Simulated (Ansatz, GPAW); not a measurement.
## Cutoff, mesh and smearing for a 6-layer slab of Ir(100)

Wanted: a convergence study on the slab a 6-layer slab of Ir(100).

Method: Ansatz plane waves; slab in vacuum with a dipole correction, relaxation, in the first sound run; inputs show where later runs differ, in GPAW 26.7.0 and Ansatz 0.2.0.

## (1) Starting point

The cell holds 6 atoms: 6 Ir. Cell: a = 2.715 Å, b = 2.715 Å, c = 23.600 Å, α = 90.0°, β = 90.0°, γ = 90.0°. Vacuum lies along c.

## (2) Relaxation

Forces are removed first; all later runs use this geometry. The lowest 3 atoms are held at bulk positions and keep their forces.

Contents of input.yaml:

```yaml
crystal:
  lattice:
    - [2.7152900398, 0.0, 0.0]
    - [0.0, 2.7152900398, 0.0]
    - [0.0, 0.0, 23.6]
  atoms:
    - { symbol: Ir, position: [0.5, 0.5, 0.2966101695] }
    - { symbol: Ir, position: [0.0, 0.0, 0.3779661017] }
    - { symbol: Ir, position: [0.5, 0.5, 0.4593220339] }
    - { symbol: Ir, position: [0.0, 0.0, 0.5406779661] }
    - { symbol: Ir, position: [0.5, 0.5, 0.6220338983] }
    - { symbol: Ir, position: [0.0, 0.0, 0.7033898305] }
kpoints:
  mp_grid: { grid: [12, 12, 1] }
hamiltonian:
  xc: pbe
scf:
  occupations: { method: fermi_dirac, width: 0.1 }
efield:
  axis: 3
  dipole_correction: true
  ramp_width: 0.05
relax:
  f_tol: 0.02
  max_steps: 60
  constraints: [{ sites: [0, 1, 2] }]
output:
  write_potential: true
  write_density: true
  volumetric_format: npy
```

On the command line:

```sh
$ ansatz run input.yaml --threads 4 --pin off --max-ram 8192MiB --backend cpu --events-out ev --progress --plain --runs-dir out
```

Numbers of over 12 decimals in the logs are rounded to 6 here.

The program printed:

```text
Engine: ansatz 0.2.0, aarch64-unknown-linux-gnu
Pseudopotentials: kind: paw
Pseudopotential: Ir, paw, valence charge 17, recommended cutoff 420 eV (normal), Ir.paw.azcp
Functional definition: PBE
  parameter kappa = 0.804
  parameter beta = 0.066725
  exchange = pbe_x(kappa = kappa, mu = beta*pi^2/3)
  correlation = pbe_c(beta = beta)
Crystal: 6 atoms, lattice volume = 173.998 Å³
Basis set: ecut = 420 eV, 3459 PW (Γ), exchange–correlation on 40×40×320 points (8 copies of the dense FFT grid, shifted against one another)
Bands: 62, of which v1, the nominal top of the filled ones, is band 51 counted from 1 (50 counted from 0)
Symmetry: 8 space group operations
k-points: 28 of 144
Non-local potential: Ir, projectors of the file, l = 0: 3, l = 1: 2, l = 2: 2, l = 3: 1
PAW form: soft (Blöchl's): semilocal exchange-correlation on the pseudo side does not see the compensation charge
PAW one-centre angular grid: Ir, 590 points (default); XC on 64 Gauss nodes
Initial density: superposition of atomic densities (neutral atoms: chi_scale 0, normalization atom), corrected by the library's trained network
Initial wavefunctions: pseudopotential atomic-orbital guess
Functional: x = pbe(κ = 0.804, μ = 0.219515), c = pbe(β = 0.066725)
SCF iter   1: F=—  HF=-71609.333074 eV  |F-HF|=—  |Δ(HF+E_count)|=         —  Δρ=1.30e-2  dr2=4.66e0  ethr=1.77e-3  p=0.000 e·Å  D=8.52e-14 V/Å  ΔV_dip=-0.00 eV  dr2_dipole=1.49e-7  V_vac-E_F(+/−)=5.06/5.06 eV  ⟨swp⟩=7.4  Hψ=7358  notcnv=0  defer=12
efield: sawtooth ramp at fractional position 0.9750 (placed from the atoms, in the widest stretch of the axis that holds none; the zero of the levels goes with the place), width 0.0500; the density the first Hamiltonian is built on has a dipole p = 0.000 e·Å; the dipole correction subtracts the counter field D = 8.52e-14 V/Å, which shifts the + side's vacuum level by -0.00 eV against the − side's; the planar-averaged density in the ramp window peaks in size at 6.5e-5 e/Å³
preconditioner: auto → LDOS  [metal: Δε(μ)=0.006 eV  Ē_g=6.478 eV  σ=0.100 eV  W_gap=0.01  n_scr=46 (ndim 8)  ℏωp=20.7 eV  f_vac=0.452  D(μ)=5.99/eV (n_scr^D=46)  β→1.0]
SCF iter   2: F=—  HF=-71609.258601 eV  |F-HF|=—  |Δ(HF+E_count)|=   7.45e-2  Δρ=4.76e-3  dr2=2.39e-1  ethr=1.77e-3  p=-0.000 e·Å  D=-6.20e-5 V/Å  ΔV_dip=0.00 eV  dr2_dipole=7.61e-8  V_vac-E_F(+/−)=5.58/5.58 eV  ⟨swp⟩=2.4  Hψ=2129  notcnv=0  defer=23
SCF iter   3: F=—  HF=-71609.252382 eV  |F-HF|=—  |Δ(HF+E_count)|=   6.22e-3  Δρ=1.84e-3  dr2=1.61e-2  ethr=2.34e-4  p=-0.000 e·Å  D=-1.34e-5 V/Å  ΔV_dip=0.00 eV  dr2_dipole=3.34e-8  V_vac-E_F(+/−)=5.47/5.47 eV  ⟨swp⟩=2.0  Hψ=2407  notcnv=0  defer=24
SCF iter   4: F=—  HF=-71609.249131 eV  |F-HF|=—  |Δ(HF+E_count)|=   3.25e-3  Δρ=3.84e-4  dr2=5.01e-4  ethr=1.58e-5  p=-0.000 e·Å  D=-1.35e-5 V/Å  ΔV_dip=0.00 eV  dr2_dipole=6.86e-9  V_vac-E_F(+/−)=5.52/5.52 eV  ⟨swp⟩=2.5  Hψ=2619  notcnv=0  defer=24
SCF iter   5: F=—  HF=-71609.249272 eV  |F-HF|=—  |Δ(HF+E_count)|=   1.41e-4  Δρ=1.10e-4  dr2=6.21e-5  ethr=4.92e-7  p=-0.000 e·Å  D=-4.76e-6 V/Å  ΔV_dip=0.00 eV  dr2_dipole=6.66e-11  V_vac-E_F(+/−)=5.54/5.54 eV  ⟨swp⟩=2.9  Hψ=2910  notcnv=0  defer=23
SCF iter   6: F=-71609.249269 eV  HF=-71609.249272 eV  |F-HF|=2.81e-6  |Δ(HF+E_count)|=   6.08e-7  Δρ=4.18e-5  dr2=6.21e-6  ethr=9.80e-9  p=-0.000 e·Å  D=-1.82e-6 V/Å  ΔV_dip=0.00 eV  dr2_dipole=8.73e-12  V_vac-E_F(+/−)=5.55/5.55 eV  ⟨swp⟩=14.4  Hψ=16973  notcnv=0
SCF 1 converged in 6 iterations: F = -71609.249269 eV  dr2 = 6.21e-6
  greatest PAW one-centre occupation: 1.000 electrons in one spin orbital (limit 2), on the Ir atom at site 3 (counted from 0), in its partial waves of l = 0
relax step   1: F+E_penalty+E_count = -71609.24926908 eV  Δ(F+E_penalty+E_count) = +0.000e0 eV  max|allowed force component| = 1.029e0 eV/Å  Δτ_max = 0.0000 Å  (6 SCF iters, dr2 threshold 1.00e-5 eV, accepted)
Initial density: handed on by an earlier stage of this run
Initial wavefunctions: those handed on with the density
iter 1 solved again at ethr=1.30e-4 eV; its pass at ethr=3.10e-3 eV (dr2=1.33e-1 eV) is discarded
SCF iter   1: F=—  HF=-71609.228522 eV  |F-HF|=—  |Δ(HF+E_count)|=         —  Δρ=1.02e-2  dr2=1.35e-1  ethr=1.30e-4  p=-0.000 e·Å  D=-2.73e-6 V/Å  ΔV_dip=0.00 eV  dr2_dipole=1.40e-2  V_vac-E_F(+/−)=5.55/5.55 eV  ⟨swp⟩=1.9  Hψ=7110  notcnv=0  defer=15
efield: sawtooth ramp at fractional position 0.9750 (handed on by an earlier solve), width 0.0500; the density the first Hamiltonian is built on has a dipole p = -0.000 e·Å; the dipole correction subtracts the counter field D = -2.73e-6 V/Å, which shifts the + side's vacuum level by +0.00 eV against the − side's; the planar-averaged density in the ramp window peaks in size at 5.4e-6 e/Å³
preconditioner: auto → LDOS  [metal: Δε(μ)=0.031 eV  Ē_g=6.546 eV  σ=0.100 eV  W_gap=0.08  n_scr=46 (ndim 8)  ℏωp=20.7 eV  f_vac=0.450  D(μ)=6.31/eV (n_scr^D=54)  β→1.0]
SCF iter   2: F=—  HF=-71609.226017 eV  |F-HF|=—  |Δ(HF+E_count)|=   2.51e-3  Δρ=2.92e-3  dr2=3.47e-2  ethr=1.30e-4  p=0.000 e·Å  D=4.92e-4 V/Å  ΔV_dip=-0.01 eV  dr2_dipole=7.79e-3  V_vac-E_F(+/−)=5.52/5.53 eV  ⟨swp⟩=2.0  Hψ=2727  notcnv=0  defer=15
SCF iter   3: F=—  HF=-71609.221106 eV  |F-HF|=—  |Δ(HF+E_count)|=   4.91e-3  Δρ=1.34e-3  dr2=7.85e-3  ethr=3.40e-5  p=-0.001 e·Å  D=-1.55e-3 V/Å  ΔV_dip=0.04 eV  dr2_dipole=3.49e-5  V_vac-E_F(+/−)=5.58/5.54 eV  ⟨swp⟩=3.0  Hψ=3175  notcnv=0  defer=15
SCF iter   4: F=—  HF=-71609.219216 eV  |F-HF|=—  |Δ(HF+E_count)|=   1.89e-3  Δρ=2.88e-4  dr2=1.69e-4  ethr=7.70e-6  p=-0.001 e·Å  D=-8.64e-4 V/Å  ΔV_dip=0.02 eV  dr2_dipole=4.38e-6  V_vac-E_F(+/−)=5.56/5.54 eV  ⟨swp⟩=2.6  Hψ=2971  notcnv=0  defer=16
SCF iter   5: F=-71609.219188 eV  HF=-71609.219217 eV  |F-HF|=2.88e-5  |Δ(HF+E_count)|=   1.42e-6  Δρ=6.93e-5  dr2=2.76e-5  ethr=6.49e-8  p=-0.001 e·Å  D=-1.05e-3 V/Å  ΔV_dip=0.02 eV  dr2_dipole=7.83e-6  V_vac-E_F(+/−)=5.56/5.53 eV  ⟨swp⟩=12.7  Hψ=18201  notcnv=0
SCF 2 converged in 5 iterations: F = -71609.219188 eV  dr2 = 2.76e-5
  greatest PAW one-centre occupation: 1.000 electrons in one spin orbital (limit 2), on the Ir atom at site 4 (counted from 0), in its partial waves of l = 0
relax step   2: F+E_penalty+E_count = -71609.21918821 eV  Δ(F+E_penalty+E_count) = +3.008e-2 eV  max|allowed force component| = 1.318e0 eV/Å  Δτ_max = 0.1912 Å  (5 SCF iters, dr2 threshold 6.62e-5 eV, rejected (line search))
SCF iter   1: F=—  HF=-71609.295996 eV  |F-HF|=—  |Δ(HF+E_count)|=         —  Δρ=6.21e-3  dr2=4.01e-2  ethr=4.83e-4  p=-0.001 e·Å  D=-1.04e-3 V/Å  ΔV_dip=0.02 eV  dr2_dipole=3.47e-3  V_vac-E_F(+/−)=5.56/5.53 eV  ⟨swp⟩=5.1  Hψ=4814  notcnv=0  defer=21
efield: sawtooth ramp at fractional position 0.9750 (handed on by an earlier solve), width 0.0500; the density the first Hamiltonian is built on has a dipole p = -0.001 e·Å; the dipole correction subtracts the counter field D = -1.04e-3 V/Å, which shifts the + side's vacuum level by +0.02 eV against the − side's; the planar-averaged density in the ramp window peaks in size at 6.9e-6 e/Å³
preconditioner: auto → LDOS  [metal: Δε(μ)=0.025 eV  Ē_g=6.543 eV  σ=0.100 eV  W_gap=0.06  n_scr=46 (ndim 8)  ℏωp=20.7 eV  f_vac=0.452  D(μ)=6.25/eV (n_scr^D=54)  β→1.0]
SCF iter   2: F=—  HF=-71609.294986 eV  |F-HF|=—  |Δ(HF+E_count)|=   1.01e-3  Δρ=1.60e-3  dr2=1.09e-2  ethr=3.93e-5  p=-0.001 e·Å  D=-1.02e-3 V/Å  ΔV_dip=0.02 eV  dr2_dipole=9.56e-4  V_vac-E_F(+/−)=5.58/5.55 eV  ⟨swp⟩=2.2  Hψ=3050  notcnv=0  defer=21
SCF iter   3: F=—  HF=-71609.293817 eV  |F-HF|=—  |Δ(HF+E_count)|=   1.17e-3  Δρ=8.92e-4  dr2=3.06e-3  ethr=1.07e-5  p=0.000 e·Å  D=1.25e-4 V/Å  ΔV_dip=-0.00 eV  dr2_dipole=2.07e-5  V_vac-E_F(+/−)=5.54/5.54 eV  ⟨swp⟩=3.0  Hψ=3301  notcnv=0  defer=21
SCF iter   4: F=—  HF=-71609.293044 eV  |F-HF|=—  |Δ(HF+E_count)|=   7.73e-4  Δρ=1.98e-4  dr2=9.49e-5  ethr=3.00e-6  p=-0.000 e·Å  D=-2.66e-4 V/Å  ΔV_dip=0.01 eV  dr2_dipole=1.38e-5  V_vac-E_F(+/−)=5.55/5.54 eV  ⟨swp⟩=2.4  Hψ=2690  notcnv=0  defer=21
SCF iter   5: F=—  HF=-71609.293082 eV  |F-HF|=—  |Δ(HF+E_count)|=   3.74e-5  Δρ=5.10e-5  dr2=6.55e-6  ethr=9.31e-8  p=-0.000 e·Å  D=-3.25e-4 V/Å  ΔV_dip=0.01 eV  dr2_dipole=7.03e-8  V_vac-E_F(+/−)=5.55/5.55 eV  ⟨swp⟩=2.8  Hψ=3352  notcnv=0  defer=21
SCF iter   6: F=—  HF=-71609.293084 eV  |F-HF|=—  |Δ(HF+E_count)|=   2.26e-6  Δρ=1.73e-5  dr2=1.01e-6  ethr=6.42e-9  p=-0.000 e·Å  D=-3.41e-4 V/Å  ΔV_dip=0.01 eV  dr2_dipole=8.98e-8  V_vac-E_F(+/−)=5.55/5.55 eV  ⟨swp⟩=2.4  Hψ=2926  notcnv=0  defer=21
SCF iter   7: F=-71609.293085 eV  HF=-71609.293085 eV  |F-HF|=2.40e-7  |Δ(HF+E_count)|=   8.33e-7  Δρ=6.75e-6  dr2=7.45e-8  ethr=9.80e-11  p=-0.000 e·Å  D=-3.45e-4 V/Å  ΔV_dip=0.01 eV  dr2_dipole=1.90e-8  V_vac-E_F(+/−)=5.55/5.55 eV  ⟨swp⟩=10.3  Hψ=15207  notcnv=0
SCF 3 converged in 7 iterations: F = -71609.293085 eV  dr2 = 7.45e-8
relax step   3: F+E_penalty+E_count = -71609.29308509 eV  Δ(F+E_penalty+E_count) = -4.382e-2 eV  max|allowed force component| = 1.114e-1 eV/Å  Δτ_max = 0.0814 Å  (7 SCF iters, accepted)
[...]
relax step   4: F+E_penalty+E_count = -71609.29360445 eV  Δ(F+E_penalty+E_count) = -5.194e-4 eV  max|allowed force component| = 1.960e-2 eV/Å  Δτ_max = 0.0099 Å  (5 SCF iters, dr2 threshold 7.76e-7 eV, accepted)
iter 1 solved again at ethr=5.36e-11 eV; its pass at ethr=3.10e-3 eV (dr2=5.47e-8 eV) is discarded
SCF iter   1: F=—  HF=-71609.293580 eV  |F-HF|=—  |Δ(HF+E_count)|=         —  Δρ=4.47e-6  dr2=5.47e-8  ethr=5.36e-11  p=-0.000 e·Å  D=-4.42e-4 V/Å  ΔV_dip=0.01 eV  dr2_dipole=1.61e-8  V_vac-E_F(+/−)=5.56/5.55 eV  ⟨swp⟩=1.0  Hψ=4256  notcnv=0  defer=22
efield: sawtooth ramp at fractional position 0.9750 (handed on by an earlier solve), width 0.0500; the density the first Hamiltonian is built on has a dipole p = -0.000 e·Å; the dipole correction subtracts the counter field D = -4.42e-4 V/Å, which shifts the + side's vacuum level by +0.01 eV against the − side's; the planar-averaged density in the ramp window peaks in size at 6.4e-6 e/Å³
preconditioner: auto → LDOS  [metal: Δε(μ)=0.014 eV  Ē_g=6.539 eV  σ=0.100 eV  W_gap=0.04  n_scr=46 (ndim 8)  ℏωp=20.7 eV  f_vac=0.451  D(μ)=6.26/eV (n_scr^D=54)  β→1.0]
SCF iter   2: F=-71609.293604 eV  HF=-71609.293604 eV  |F-HF|=1.62e-8  |Δ(HF+E_count)|=   2.49e-5  Δρ=2.39e-6  dr2=2.56e-8  ethr=5.36e-11  p=-0.000 e·Å  D=-4.33e-4 V/Å  ΔV_dip=0.01 eV  dr2_dipole=8.76e-10  V_vac-E_F(+/−)=5.56/5.55 eV  ⟨swp⟩=11.4  Hψ=13310  notcnv=0
SCF 5 converged in 2 iterations: F = -71609.293604 eV  dr2 = 2.56e-8
relax step   5: F+E_penalty+E_count = -71609.29360448 eV  Δ(F+E_penalty+E_count) = -3.200e-8 eV  max|allowed force component| = 1.951e-2 eV/Å  Δτ_max = 0.0000 Å  (2 SCF iters, accepted)
NSCF: frozen V_eff on 28 k-points
the band table was solved once a step of the walk had ended and its energy, with any forces and stress, was formed, with the checks that follow a solve (8739 applications of the Hamiltonian). They found nothing against the state; the energy, forces and stress were not computed again (output.eigenvalues in the input reference)
WARN: The output density's exchange-correlation potential varies sharply where the density is thin. Do not read a vacuum level from v_tot or v_xc, or from such a field of the output density. On a cell that repeats whose density bears no net charge and no dipole along the vacuum's axis use v_es (v_loc + v_h of the components); under efield.dipole_correction with no amplitude use v_es + v_field, which holds any externa [...]
SCF converged after 2 iterations
Free energy (F): -71609.293604 eV
Harris-Foulkes:  -71609.293604 eV  (|F-HF|=1.62e-8)
Internal energy: -71609.084047 eV  (E = F + TS)
E sigma→0 (E₀):  -71609.188826 eV
Entropy (-TS):   -0.209558 eV (-34.926 meV/atom)
Fermi energy:    9.699694 eV
Dipole field:    D = -0.000475 V/Å  (p = -0.000457 e·Å, saw-weighted, corrected)
Work function:   Φ+ = 5.5560 eV   Φ− = 5.5448 eV
Levels:          The Fermi level and band energies are counted from a zero that moves with the ramp; work functions are not
--- Per-component energies (eV) ---
  E_band       = -2101.078573
  E_kinetic    = 3731.824965
  E_local      = -138750.205710  (includes V_loc(G=0)·N_el)
  E_nonlocal   = 437.642746
  E_hartree    = 67833.000594
  E_xc         = -1603.609127
  E_vxc        = -1794.772370  (∫ρ·V_xc dr)
  E_paw        = -55340.600989  (= ΣΔE_a)
  E_vpaw       = -1391.568730  (= ΣTr[D̂ρ^β])
  E_aug_tail   = 0.000335  (compensation charges beyond the density's cutoff)
  E_efield     = 0.000000  (sawtooth field / dipole correction)
  E_vefield    = 0.001078  (∫n·V_field dr)
  E_ewald      = 52082.863138
  E_smearing   = -0.209558  (= −TS)
  E_closure    = 0.000000  (closes the sum)
  Σ components = -71609.293604   (vs F -71609.293604, Δ=0.00e0)
--- Forces (eV/Å), atoms counted from 1 ---
  atom   1  Ir    -0.00000000     0.00000000     0.66903453
  atom   2  Ir    -0.00000000     0.00000000    -0.91388829
  atom   3  Ir    -0.00000000     0.00000000     0.24038627
  atom   4  Ir    -0.00000000     0.00000000     0.01951279
  atom   5  Ir     0.00000000     0.00000000    -0.00936886
  atom   6  Ir    -0.00000000     0.00000000    -0.00569677
  max |Σ_I F_I| component: 2.03e-5 eV/Å
--- Band table (eV; the first three rows and the last of 28) ---
  k-point 0: bands = [... 47 lower, 8.7578, 9.0059, 9.0793, 9.0793, 9.5805, 10.1523, 10.2926, 10.2926, ... 7 higher]
  k-point 1: bands = [... 47 lower, 8.5417, 8.8321, 9.0021, 9.3491, 9.4906, 9.6984, 9.7811, 10.1335, ... 7 higher]
  k-point 2: bands = [... 47 lower, 8.4922, 8.5757, 8.7132, 8.7324, 9.3516, 9.3645, 9.6783, 10.1424, ... 7 higher]
  k-point 27: bands = [... 47 lower, 10.3751, 11.1770, 11.2368, 11.2643, 11.3482, 11.8871, 12.0007, 12.6686, ... 7 higher]
--- Relaxed structure (5 steps of the walk, 4 accepted, 0 SCFs on fresh bases) ---
  F+E_penalty+E_count = -71609.29360448 eV   max|allowed force component| = 1.951e-2 eV/Å
  atoms:
    - { symbol: Ir, position: [0.5, 0.5, 0.2966101695] }
    - { symbol: Ir, position: [0.0, 0.0, 0.3779661017] }
    - { symbol: Ir, position: [0.5, 0.5, 0.4593220339] }
    - { symbol: Ir, position: [0, 0.0, 0.542455] }
    - { symbol: Ir, position: [0.5, 0.5, 0.625518] }
    - { symbol: Ir, position: [0, 0.0, 0.703781] }
```

The job ended after 33 s (4 threads of Arm Neoverse V1, shared host; peak memory 0.61 GiB; 2.1 min of CPU time).

The steps of the relaxation:

| step | energy less that of the first step (eV) | largest force component (eV/Å) |
| --- | --- | --- |
| 1 | 0.0000 | 1.0294 |
| 2 | 0.0301 | 1.3178 |
| 3 | -0.0438 | 0.1114 |
| 4 | -0.0443 | 0.0196 |
| 5 | -0.0443 | 0.0195 |

Relaxation step 2 was tried and not accepted.

Forces are held to the 8 operations that the run works with; a distortion that breaks them can't arise in this run.

The atoms that moved most (Å):

| atom | dx | dy | dz | length |
| --- | --- | --- | --- | --- |
| Ir5 | 0.000 | 0.000 | 0.082 | 0.082 |
| Ir4 | 0.000 | 0.000 | 0.042 | 0.042 |
| Ir6 | 0.000 | 0.000 | 0.009 | 0.009 |

Final coordinates:

```xyz
6
Lattice="2.7153 0.0000 0.0000 0.0000 2.7153 0.0000 0.0000 0.0000 23.6000" Properties=species:S:1:pos:R:3
Ir    1.3576    1.3576    7.0000
Ir    0.0000    0.0000    8.9200
Ir    1.3576    1.3576   10.8400
Ir    0.0000    0.0000   12.8019
Ir    1.3576    1.3576   14.7622
Ir    0.0000    0.0000   16.6092
```

This step gave:

| Item | Value |
| --- | --- |
| free energy | -71609.2936 eV |
| smearing term TS | 0.2096 eV |
| symmetry operations | 8 |
| upper work function | 5.556 eV |
| lower work function | 5.545 eV |
| dipole along the normal | -4.57e-4 e·Å |
| dipole field | -4.75e-4 V/Å |
| vacuum level above | 15.26 eV |
| vacuum level below | 15.24 eV |

Electrostatic potential energy of an electron (with the applied field's), less the Fermi level, planar mean against z:

z (Å), electrostatic potential energy of an electron (with the applied field's), less the Fermi level, planar mean (eV) and a bar from the least value:
```
      0.0        5.6 ##############################
      0.5        5.5 ##############################
      1.0        5.5 ##############################
      1.5        5.5 ##############################
      2.0        5.5 ##############################
      2.5        5.5 ##############################
      3.0        5.5 ##############################
      3.5        5.5 ##############################
      4.0        5.5 ##############################
      4.5        5.5 ##############################
      5.0        5.2 ##############################
      5.5        4.3 #############################
      6.0        0.6 ########################
      6.5      -12.1 ##########
      7.0      -20.2 #
      7.5      -12.9 #########
      8.0       -4.9 ##################
      8.5      -15.4 ######
      9.0      -20.8 
      9.5      -11.5 ###########
     10.0       -6.0 #################
     10.5      -17.2 ####
     11.0      -19.9 #
     11.5       -9.2 #############
     12.0       -6.2 #################
     12.5      -17.8 ###
     13.0      -19.5 #
     13.5       -8.3 ##############
     14.0       -6.9 ################
     14.5      -18.6 ##
     15.0      -19.1 ##
     15.5       -8.0 ###############
     16.0      -10.6 ############
     16.5      -20.0 #
     17.0      -15.0 #######
     17.5       -1.4 ######################
     18.0        3.9 ############################
     18.5        5.1 ##############################
     19.0        5.4 ##############################
     19.5        5.5 ##############################
     20.0        5.5 ##############################
     20.5        5.6 ##############################
     21.0        5.6 ##############################
     21.5        5.6 ##############################
     22.0        5.6 ##############################
     22.5        5.6 ##############################
     23.0        5.6 ##############################
```

The valence density, planar mean oscillates, so the rows of the table below give means over windows of 1.92 Å about each position, cut where the curve ends. Its maxima inside the range that stand out by 2 % of the span (Å: e/Å³): 6.9: 1.92, 8.8: 1.94, 10.8: 1.94, 12.8: 1.95, 14.8: 1.97, 16.7: 1.93. Its minima: 8.0: 0.507, 9.9: 0.507, 11.8: 0.475, 13.7: 0.487, 15.6: 0.574.

Valence density, planar mean against z; means over each step:

z (Å), valence density, planar mean (e/Å³) and a bar:
```
     2.88       0.00 
     4.80       0.02 
     6.72       1.10 ###########################
     8.64       1.20 ##############################
    10.56       1.20 ##############################
    12.48       1.18 #############################
    14.40       1.19 #############################
    16.32       1.21 ##############################
    18.24       0.11 ###
    20.16       0.00 
    22.08       0.00
```

The relaxation lowered the energy of the cell by 0.0443 eV.

(Continued in part 2 of 2.)

[Logs are printed without paths, hosts, clocks, repeated set-up lines and the standing remarks that a program may print on its own settings, such as how far it seeks lower states.]

[Hosts, paths, dates, database ids (printed as entryN), source tags and the programs' standing remarks are cut or masked in the printed files.]
